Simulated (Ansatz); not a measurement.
**Sr2C (model cell, started as antifluorite): the cell at rest**

Task: relax Sr2C (model cell, started as antifluorite) tightly.

Calculated with Ansatz 0.2.0; DFT PBEsol, scalar-relativistic, plane waves, PAW.

This is a report of a sequence of runs, with most program output left out.

The structure was built from a prototype and need not be the compound's stable phase.

## Step 1: The structure

Symmetry: Fm-3m, No. 225, cubic system. The conventional cell has a = 5.942 Å, b = 5.942 Å, c = 5.942 Å, α = 90.00°, β = 90.00°, γ = 90.00°. Nearest to C lie 8 Sr at 2.57 Å. Nearest to Sr lie 4 C at 2.57 Å. Farther neighbours are not listed.

## Step 2: Probe on a coarse mesh

First a cheap look: the gap decides the mesh and the occupations, the pressure tells how far the cell has to move.

File input.yaml:

```yaml
crystal:
  lattice:
    - [0.0, 2.97081, 2.97081]
    - [2.97081, 0.0, 2.97081]
    - [2.97081, 2.97081, 0.0]
  atoms:
    - { symbol: C, position: [0.0, 0.0, 0.0] }
    - { symbol: Sr, position: [0.25, 0.25, 0.25] }
    - { symbol: Sr, position: [0.75, 0.75, 0.75] }
kpoints:
  mp_grid: { grid: [6, 6, 6] }
hamiltonian:
  xc: pbesol
scf:
  occupations: { method: gaussian, width: 0.1 }
output:
  forces: true
  stress: true
  eigenvalues: true
```

The run is started by

```sh
ansatz run input.yaml --threads 4 --pin off --max-ram 7168MiB --backend cpu --events-out ev --progress --plain --runs-dir out
```

It took 0.38 s on 4 threads of Arm Neoverse V2, shared host; peak memory 0.28 GiB.

This step gave:

```yaml
pressure: 24.73 GPa
volume_per_atom: 17.48 Å³
gap_on_the_k_mesh: 0 eV
```

The coarse mesh shows no gap and a pressure of 24.7 GPa.

## Step 3: Coarse relaxation

The start is far from rest, so a relaxation with loose tolerances brings it close first.

input.yaml, as its differences from that of step 2:

```diff
@@ -19 +19,6 @@
   eigenvalues: true
+relax:
+  adjacent_minimum: "off"
+  f_tol: 0.05
+  max_steps: 80
+  cell: { stress_tol: 0.5 }
```

Elapsed: 2.3 s, on 4 threads; peak memory 0.32 GiB; 7.3 s of CPU time.

Step by step:

```csv
step,energy less that of the first step (eV),largest force component (eV/Å),pressure (GPa),volume (Å³)
1,0.0000,0.0000,24.73,52.44
2,-0.8322,0.0000,10.12,60.49
3,-1.1032,0.0000,2.76,67.66
4,-1.1327,0.0000,0.48,70.81
5*,-1.1679,0.0000,0.97,70.81
6,-1.1721,0.0000,0.08,72.32
7*,-1.1728,0.0000,0.09,72.32
```

Relaxation steps marked * repeat the geometry before them on a plane-wave basis chosen anew for their cell, so energy and pressure can jump there.

The run keeps the 48 symmetry operations that it works with, so distortions that break them were not tested.

```csv
"conventional cell, symmetrised",before,after,change
a (Å),5.942,6.614,+11.3 %
b (Å),5.942,6.614,+11.3 %
c (Å),5.942,6.614,+11.3 %
volume (Å³/atom),17.48,24.11,+37.9 %
```

The relaxed structure:

```xyz
3
Lattice="0.0000 3.3068 3.3068 3.3068 0.0000 3.3068 3.3068 3.3068 0.0000" Properties=species:S:1:pos:R:3 pbc="T T T"
C     0.0000    0.0000    0.0000
Sr    1.6534    1.6534    1.6534
Sr    4.9602    4.9602    4.9602
```

This step gave:

| Quantity | Value |
| --- | --- |
| pressure | 0.08665 GPa |
| volume per atom | 24.11 Å³ |

In this step the volume went from 17.48 to 24.11 Å³/atom.

## Step 4: Bringing the structure to rest

The cell and atoms are relaxed, since residual forces and stress would shift the frequencies.

input.yaml, the sections that differ from step 3:

```yaml
crystal:
  lattice:
    - [0.0, 3.30683137, 3.30683137]
    - [3.30683137, 0.0, 3.30683137]
    - [3.30683137, 3.30683137, 0.0]
  atoms:
    - { symbol: C, position: [0.0, 0.0, 0.0] }
    - { symbol: Sr, position: [0.25, 0.25, 0.25] }
    - { symbol: Sr, position: [0.75, 0.75, 0.75] }
kpoints:
  mp_grid: { grid: [12, 12, 12] }
relax:
  adjacent_minimum: "off"
  f_tol: 0.005
  max_steps: 80
  cell: { stress_tol: 0.05 }
# hamiltonian, scf, output: as in step 3
```

It took 2.7 s on 4 threads; peak memory 0.39 GiB.

Little changed from the start: no atom moved by 0.005 Å and no cell edge by 0.1 %.

Numbers from this step:

- pressure: 0.04968 GPa

In this step the volume went from 24.11 to 24.11 Å³/atom.

## Step 5: Relaxing to small forces for the phonons

Phonons need a cell at rest on their own settings, so the relaxation is repeated with tight tolerances on forces and stress on the k mesh and occupations of the first response run.

input.yaml, the sections that differ from step 4:

```yaml
scf:
  occupations: { method: methfessel_paxton, width: 0.2 }
relax:
  adjacent_minimum: "off"
  f_tol: 0.001
  max_steps: 60
  cell: { stress_tol: 0.01 }
# crystal, kpoints, hamiltonian, output: as in step 4
```

The job ended after 4.6 s (4 threads; peak memory 0.4 GiB; 17 s of CPU time).

Little changed from the start: no atom moved by 0.005 Å and no cell edge by 0.1 %.

This step gave:

* pressure: 8.75e-4 GPa
* volume per atom: 24.15 Å³

The forces vanish by symmetry and the pressure is 0.001 GPa, within the tolerances set. The cell now holds 24.15 Å³/atom.

## Step 6: Outcome

```json
{
  "space group after relaxation (within 0.01 Å)": "Fm-3m",
  "lattice constant a": "6.617 Å",
  "lattice constant b": "6.617 Å",
  "lattice constant c": "6.617 Å",
  "volume per atom": "24.1 Å³"
}
```

**Reading.** The forces vanish by symmetry and the pressure is 0.001 GPa, within the tolerances set. The cell now holds 24.15 Å³/atom. The relaxation keeps the symmetry of its start, so it says nothing on stability against lower symmetry. The starting cell was built on a prototype and not taken from a measurement, so the phase need not exist.

[Logs are printed without paths, hosts, clocks, repeated set-up lines and the standing remarks that a program may print on its own settings, such as how far it seeks lower states.]

[Hosts, paths, dates, database ids (printed as entryN), source tags and the programs' standing remarks are cut or masked in the printed files.]
